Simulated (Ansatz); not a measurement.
## Cs on Al(100): change of the work function

Wanted: Δφ(θ) for Cs/Al(100), starting from the hollow site.

Main program and level: Ansatz 0.2.0; plane-wave DFT, PBE, Ansatz PAW.

## (1) The starting structure

The cell holds 4 atoms: 4 Al. Its edges and angles: a = 2.864 Å, b = 2.864 Å, c = 24.075 Å, α = 90.0°, β = 90.0°, γ = 90.0°. Vacuum lies along c.

Coordinates:

```cif
data_structure
_symmetry_space_group_name_H-M 'P 1'
_symmetry_Int_Tables_number 1
_cell_length_a 2.8638
_cell_length_b 2.8638
_cell_length_c 24.0750
_cell_angle_alpha 90.000
_cell_angle_beta 90.000
_cell_angle_gamma 90.000
_cell_volume 197.45
loop_
_atom_site_label
_atom_site_type_symbol
_atom_site_fract_x
_atom_site_fract_y
_atom_site_fract_z
_atom_site_occupancy
Al1 Al 0.50000 0.50000 0.37383 1
Al2 Al 0.00000 0.00000 0.45794 1
Al3 Al 0.50000 0.50000 0.54206 1
Al4 Al 0.00000 0.00000 0.62617 1
```

## (2) The clean slab

The bare slab comes first, as the zero from which every change is counted. The two lowest layers are held at bulk places and the upper ones relax. The dipole correction removes the false field that a one-sided slab makes across the periodic vacuum, so each face gets a flat vacuum level of its own.

input.yaml

```yaml
crystal:
  lattice:
    - [2.8637824638, 0.0, 0.0]
    - [0.0, 2.8637824638, 0.0]
    - [0.0, 0.0, 24.075]
  atoms:
    - { symbol: Al, position: [0.5, 0.5, 0.3738317757] }
    - { symbol: Al, position: [0.0, 0.0, 0.4579439252] }
    - { symbol: Al, position: [0.5, 0.5, 0.5420560748] }
    - { symbol: Al, position: [0.0, 0.0, 0.6261682243] }
kpoints:
  mp_grid: { grid: [12, 12, 1] }
hamiltonian:
  xc: pbe
scf:
  occupations: { method: fermi_dirac, width: 0.1 }
  convergence: { dr2_threshold: 1.0e-08 }
efield:
  axis: 3
  dipole_correction: true
  ramp_position: 0.97
  ramp_width: 0.06
relax:
  f_tol: 0.02
  max_steps: 60
  constraints: [{ sites: [0, 1] }]
output:
  write_potential: true
  write_density: true
  volumetric_format: npy
```

Command:

```
> ansatz run input.yaml --threads 2 --pin off --max-ram 4096MiB --backend cpu --events-out ev --progress --plain --runs-dir out
```

Output:

```text
Engine: ansatz 0.2.0, x86_64-unknown-linux-gnu
Pseudopotentials: kind: paw
Pseudopotential: Al, paw, valence charge 3, recommended cutoff 420 eV (normal), Al.paw.azcp
Functional definition: PBE
  parameter kappa = 0.804
  parameter beta = 0.066725
  exchange = pbe_x(kappa = kappa, mu = beta*pi^2/3)
  correlation = pbe_c(beta = beta)
Crystal: 4 atoms, lattice volume = 197.445 Å³
Basis set: ecut = 420 eV, 3877 PW (Γ), exchange–correlation on 40×40×324 points (8 copies of the dense FFT grid, shifted against one another)
Bands: 10, of which v1, the nominal top of the filled ones, is band 6 counted from 1 (5 counted from 0)
Symmetry: 8 space group operations
k-points: 28 of 144
Non-local potential: Al, projectors of the file, l = 0: 2, l = 1: 2, l = 2: 1
PAW form: soft (Blöchl's): semilocal exchange-correlation on the pseudo side does not see the compensation charge
PAW one-centre angular grid: Al, 110 points (default); XC on 64 Gauss nodes
Initial density: superposition of atomic densities (neutral atoms: chi_scale 0, normalization atom), corrected by the library's trained network
Initial wavefunctions: pseudopotential atomic-orbital guess
Functional: x = pbe(κ = 0.804, μ = 0.219515), c = pbe(β = 0.066725)
SCF iter   1: F=—  HF=-2149.073312 eV  |F-HF|=—  |Δ(HF+E_count)|=         —  Δρ=1.35e-3  dr2=4.43e-2  ethr=1.77e-3  p=0.000 e·Å  D=5.93e-14 V/Å  ΔV_dip=-0.00 eV  dr2_dipole=8.89e-8  V_vac-E_F(+/−)=4.19/4.19 eV  ⟨swp⟩=7.7  Hψ=2497  notcnv=0
efield: sawtooth ramp at fractional position 0.9700 (set: `efield.ramp_position`, or a place that a band, a saddle search or an elastic batch's reference lends), width 0.0600; the density the first Hamiltonian is built on has a dipole p = 0.000 e·Å; the dipole correction subtracts the counter field D = 5.93e-14 V/Å, which shifts the + side's vacuum level by -0.00 eV against the − side's; the planar-averaged density in the ramp window peaks in size at 7.4e-6 e/Å³
preconditioner: auto → LDOS  [metal: Δε(μ)=0.111 eV  Ē_g=6.245 eV  σ=0.100 eV  W_gap=0.27  n_scr=12 (ndim 8)  ℏωp=9.2 eV  f_vac=0.539  D(μ)=1.77/eV (n_scr^D=8)  β→1.0]
SCF iter   2: F=—  HF=-2149.069338 eV  |F-HF|=—  |Δ(HF+E_count)|=   3.97e-3  Δρ=3.72e-4  dr2=2.51e-4  ethr=3.69e-4  p=-0.000 e·Å  D=-1.60e-6 V/Å  ΔV_dip=0.00 eV  dr2_dipole=1.12e-7  V_vac-E_F(+/−)=4.30/4.30 eV  ⟨swp⟩=1.2  Hψ=520  notcnv=0
SCF iter   3: F=—  HF=-2149.069584 eV  |F-HF|=—  |Δ(HF+E_count)|=   2.46e-4  Δρ=6.51e-5  dr2=6.56e-5  ethr=2.09e-6  p=0.000 e·Å  D=1.18e-6 V/Å  ΔV_dip=-0.00 eV  dr2_dipole=1.43e-9  V_vac-E_F(+/−)=4.30/4.30 eV  ⟨swp⟩=2.6  Hψ=553  notcnv=0
SCF iter   4: F=—  HF=-2149.069765 eV  |F-HF|=—  |Δ(HF+E_count)|=   1.81e-4  Δρ=1.90e-5  dr2=7.49e-6  ethr=5.47e-7  p=0.000 e·Å  D=1.08e-6 V/Å  ΔV_dip=-0.00 eV  dr2_dipole=3.06e-11  V_vac-E_F(+/−)=4.30/4.30 eV  ⟨swp⟩=1.4  Hψ=323  notcnv=0
SCF iter   5: F=—  HF=-2149.069768 eV  |F-HF|=—  |Δ(HF+E_count)|=   2.46e-6  Δρ=2.85e-6  dr2=1.76e-8  ethr=6.24e-8  p=0.000 e·Å  D=1.09e-7 V/Å  ΔV_dip=-0.00 eV  dr2_dipole=2.58e-10  V_vac-E_F(+/−)=4.30/4.30 eV  ⟨swp⟩=2.1  Hψ=349  notcnv=0
SCF iter   6: F=-2149.069768 eV  HF=-2149.069768 eV  |F-HF|=2.21e-9  |Δ(HF+E_count)|=   1.32e-7  Δρ=9.92e-7  dr2=8.45e-9  ethr=8.33e-11  p=0.000 e·Å  D=2.72e-7 V/Å  ΔV_dip=-0.00 eV  dr2_dipole=9.45e-11  V_vac-E_F(+/−)=4.30/4.30 eV  ⟨swp⟩=10.3  Hψ=2054  notcnv=0
SCF 1 converged in 6 iterations: F = -2149.069768 eV  dr2 = 8.45e-9
  greatest PAW one-centre occupation: 0.476 electrons in one spin orbital (limit 2), on the Al atom at site 0 (counted from 0), in its partial waves of l = 0
relax step   1: F+E_penalty+E_count = -2149.06976777 eV  Δ(F+E_penalty+E_count) = +0.000e0 eV  max|allowed force component| = 8.598e-2 eV/Å  Δτ_max = 0.0000 Å  (6 SCF iters, accepted)
Initial density: handed on by an earlier stage of this run
Initial wavefunctions: those handed on with the density
iter 1 solved again at ethr=3.58e-5 eV; its pass at ethr=3.10e-3 eV (dr2=4.30e-3 eV) is discarded
SCF iter   1: F=—  HF=-2149.070735 eV  |F-HF|=—  |Δ(HF+E_count)|=         —  Δρ=3.87e-4  dr2=4.25e-3  ethr=3.58e-5  p=0.000 e·Å  D=2.72e-7 V/Å  ΔV_dip=-0.00 eV  dr2_dipole=8.48e-4  V_vac-E_F(+/−)=4.30/4.30 eV  ⟨swp⟩=1.1  Hψ=1337  notcnv=0
efield: sawtooth ramp at fractional position 0.9700 (set: `efield.ramp_position`, or a place that a band, a saddle search or an elastic batch's reference lends), width 0.0600; the density the first Hamiltonian is built on has a dipole p = 0.000 e·Å; the dipole correction subtracts the counter field D = 2.72e-7 V/Å, which shifts the + side's vacuum level by -0.00 eV against the − side's; the planar-averaged density in the ramp window peaks in size at 1.1e-7 e/Å³
preconditioner: auto → LDOS  [metal: Δε(μ)=0.091 eV  Ē_g=6.216 eV  σ=0.100 eV  W_gap=0.22  n_scr=12 (ndim 8)  ℏωp=9.2 eV  f_vac=0.537  D(μ)=1.89/eV (n_scr^D=10)  β→1.0]
SCF iter   2: F=—  HF=-2149.070368 eV  |F-HF|=—  |Δ(HF+E_count)|=   3.66e-4  Δρ=2.37e-4  dr2=6.53e-4  ethr=3.54e-5  p=0.000 e·Å  D=5.37e-5 V/Å  ΔV_dip=-0.00 eV  dr2_dipole=5.89e-5  V_vac-E_F(+/−)=4.30/4.30 eV  ⟨swp⟩=2.3  Hψ=395  notcnv=0
SCF iter   3: F=—  HF=-2149.070334 eV  |F-HF|=—  |Δ(HF+E_count)|=   3.39e-5  Δρ=4.24e-5  dr2=3.63e-5  ethr=5.44e-6  p=0.000 e·Å  D=3.76e-4 V/Å  ΔV_dip=-0.01 eV  dr2_dipole=5.08e-6  V_vac-E_F(+/−)=4.29/4.30 eV  ⟨swp⟩=2.6  Hψ=441  notcnv=0
SCF iter   4: F=—  HF=-2149.070508 eV  |F-HF|=—  |Δ(HF+E_count)|=   1.74e-4  Δρ=8.66e-6  dr2=3.60e-7  ethr=3.03e-7  p=0.000 e·Å  D=3.71e-4 V/Å  ΔV_dip=-0.01 eV  dr2_dipole=7.79e-10  V_vac-E_F(+/−)=4.29/4.30 eV  ⟨swp⟩=1.8  Hψ=407  notcnv=0
SCF iter   5: F=—  HF=-2149.070509 eV  |F-HF|=—  |Δ(HF+E_count)|=   4.41e-7  Δρ=2.82e-6  dr2=1.68e-8  ethr=3.00e-9  p=0.000 e·Å  D=3.75e-4 V/Å  ΔV_dip=-0.01 eV  dr2_dipole=8.10e-10  V_vac-E_F(+/−)=4.29/4.30 eV  ⟨swp⟩=2.5  Hψ=523  notcnv=0
SCF iter   6: F=-2149.070509 eV  HF=-2149.070509 eV  |F-HF|=3.50e-9  |Δ(HF+E_count)|=   4.54e-8  Δρ=6.31e-7  dr2=1.37e-9  ethr=8.33e-11  p=0.000 e·Å  D=3.78e-4 V/Å  ΔV_dip=-0.01 eV  dr2_dipole=1.03e-10  V_vac-E_F(+/−)=4.29/4.30 eV  ⟨swp⟩=9.2  Hψ=1841  notcnv=0
SCF 2 converged in 6 iterations: F = -2149.070509 eV  dr2 = 1.37e-9
  greatest PAW one-centre occupation: 0.477 electrons in one spin orbital (limit 2), on the Al atom at site 3 (counted from 0), in its partial waves of l = 0
relax step   2: F+E_penalty+E_count = -2149.07050878 eV  Δ(F+E_penalty+E_count) = -7.410e-4 eV  max|allowed force component| = 1.989e-2 eV/Å  Δτ_max = 0.0157 Å  (6 SCF iters, accepted)
NSCF: frozen V_eff on 28 k-points
the search or the solves at the SCF's close seem to have found levels that the self-consistency loop had missed (the run counts 1). By its estimate they hold under 1e-12 electrons; where the run keeps them, the occupations were computed again with them
WARN: The output density's exchange-correlation potential varies sharply where the density is thin. Do not read a vacuum level from v_tot or v_xc, or from such a field of the output density. On a cell that repeats whose density bears no net charge and no dipole along the vacuum's axis use v_es (v_loc + v_h of the components); under efield.dipole_correction with no amplitude use v_es + v_field, which holds any externa [...]
SCF converged after 6 iterations
Free energy (F): -2149.070509 eV
Harris-Foulkes:  -2149.070509 eV  (|F-HF|=3.50e-9)
Internal energy: -2149.011085 eV  (E = F + TS)
E sigma→0 (E₀):  -2149.040797 eV
Entropy (-TS):   -0.059424 eV (-14.856 meV/atom)
Fermi energy:    -0.147918 eV
Dipole field:    D = 0.000364 V/Å  (p = 0.000397 e·Å, saw-weighted, corrected)
Work function:   Φ+ = 4.2929 eV   Φ− = 4.3016 eV
Levels:          The Fermi level and band energies are counted from a zero that moves with the ramp; work functions are not
--- Per-component energies (eV) ---
  E_band       = -50.329324
  E_kinetic    = 85.713780
  E_local      = -2761.718003  (includes V_loc(G=0)·N_el)
  E_nonlocal   = 41.955322
  E_hartree    = 1354.964306
  E_xc         = -155.889556
  E_vxc        = -111.721352  (∫ρ·V_xc dr)
  E_paw        = -1869.136310  (= ΣΔE_a)
  E_vpaw       = -14.488216  (= ΣTr[D̂ρ^β])
  E_aug_tail   = -0.000009  (compensation charges beyond the density's cutoff)
  E_efield     = 0.000000  (sawtooth field / dipole correction)
  E_vefield    = 0.000005  (∫n·V_field dr)
  E_ewald      = 1155.099385
  E_smearing   = -0.059424  (= −TS)
  E_closure    = 0.000000  (closes the sum)
  Σ components = -2149.070509   (vs F -2149.070509, Δ=0.00e0)
--- Forces (eV/Å), atoms counted from 1 ---
  atom   1  Al    -0.00000000     0.00000000    -0.04353653
  atom   2  Al     0.00000000     0.00000000     0.03675537
  atom   3  Al    -0.00000000     0.00000000     0.01989356
  atom   4  Al    -0.00000000     0.00000000    -0.01311346
  max |Σ_I F_I| component: 1.06e-6 eV/Å
--- Band table (eV; the first three rows and the last of 28) ---
  k-point 0: bands = ["-10.7344", "-9.3519", "-7.2434", "-4.4197", "-2.1006", "1.3274", "3.2832", "4.1394", "4.3751", "5.5434"]
  k-point 1: bands = ["-10.6095", "-9.2280", "-7.1208", "-4.2979", "-1.9846", "1.4396", "3.4047", "3.5200", "4.2685", "4.4924"]
  k-point 2: bands = ["-10.2356", "-8.8569", "-6.7537", "-3.9335", "-1.6377", "1.1533", "1.8770", "2.5034", "3.7893", "4.4870"]
  k-point 27: bands = ["-2.5943", "-2.5943", "-1.3140", "-1.3140", "-1.2842", "-1.2630", "0.1501", "0.1695", "0.6486", "0.6486"]
--- Relaxed structure (2 steps of the walk, 2 accepted, 0 SCFs on fresh bases) ---
  F+E_penalty+E_count = -2149.07050878 eV   max|allowed force component| = 1.989e-2 eV/Å
  atoms:
    - { symbol: Al, position: [0.5, 0.5, 0.373832] }
    - { symbol: Al, position: [0.0, 0.0, 0.457944] }
    - { symbol: Al, position: [0.5, 0.5, 0.541405] }
    - { symbol: Al, position: [0, 0.0, 0.626621] }
```

Elapsed: 13 s, on 2 threads of Intel Xeon Platinum 8259CL at 2.50GHz (Skylake/Cascade Lake), shared host; peak memory 0.45 GiB.

In the SCF lines HF is the Harris–Foulkes energy and dr2 the Hartree energy of the density residual, in eV; the loop may stop once dr2 is under the threshold and the program's other checks hold. Hψ counts applications of the Hamiltonian.

Relaxation path:

```csv
step,energy less that of the first step (eV),largest force component (eV/Å)
1,0.0000,0.0860
2,-0.0007,0.0199
```

The run keeps the 8 symmetry operations that the program found, so distortions that break them were not tested.

The atoms that moved most (Å):

```csv
atom,dx,dy,dz,length
Al3,0.000,0.000,-0.016,0.016
Al4,0.000,0.000,0.011,0.011
```

Final coordinates:

```xyz
4
Lattice="2.8638 0.0000 0.0000 0.0000 2.8638 0.0000 0.0000 0.0000 24.0750" Properties=species:S:1:pos:R:3
Al    1.4319    1.4319    9.0000
Al    0.0000    0.0000   11.0250
Al    1.4319    1.4319   13.0343
Al    0.0000    0.0000   15.0859
```

Numbers from this step:

- energy at zero smearing: -2149.0408 eV
- work function, upper face: 4.293 eV
- dipole along the normal: 3.97e-4 e·Å

Running mean over 2.025 Å of the planar mean; the ramp of the sawtooth is left out. Electron's electrostatic potential energy less the Fermi level against z:

z (Å), electron's electrostatic potential energy less the Fermi level (eV) and a bar from the least value:
```
      3.0       4.30 ##############################
      3.5       4.30 ##############################
      4.0       4.30 ##############################
      4.5       4.30 ##############################
      5.0       4.30 ##############################
      5.5       4.28 ##############################
      6.0       4.23 ##############################
      6.5       4.06 #############################
      7.0       3.50 ###########################
      7.5       1.87 ######################
      8.0      -0.52 ##############
      8.5      -2.83 ######
      9.0      -4.18 #
      9.5      -4.50 
     10.0      -4.56 
     10.5      -4.57 
     11.0      -4.58 
     11.5      -4.61 
     12.0      -4.62 
     12.5      -4.61 
     13.0      -4.56 
     13.5      -4.49 
     14.0      -4.45 #
     14.5      -4.42 #
     15.0      -4.25 #
     15.5      -3.15 #####
     16.0      -0.94 ############
     16.5       1.48 #####################
     17.0       3.30 ###########################
     17.5       4.00 #############################
     18.0       4.21 ##############################
     18.5       4.27 ##############################
     19.0       4.29 ##############################
     19.5       4.29 ##############################
     20.0       4.29 ##############################
     20.5       4.29 ##############################
     21.0       4.29 ##############################
```

The relaxation took 2 steps and lowered the energy by 7.4e-4 eV; the largest force on the free atoms ends at 0.020 eV/Å.

The work function of the upper face is 4.29 eV.

[end of part 1 of 3]

[Long decimals in the printed logs are rounded to 6 places.]

[Logs are printed without paths, hosts, clocks, repeated set-up lines and the standing remarks that a program may print on its own settings, such as how far it seeks lower states.]

[Hosts, paths, dates, database ids (printed as entryN), source tags and the programs' standing remarks are cut or masked in the printed files.]

[Maps of the electrostatic potential energy from Ansatz leave out the sawtooth potential of an applied field or a dipole correction, so their vacuum need not be flat; planar profiles and work functions include it.]
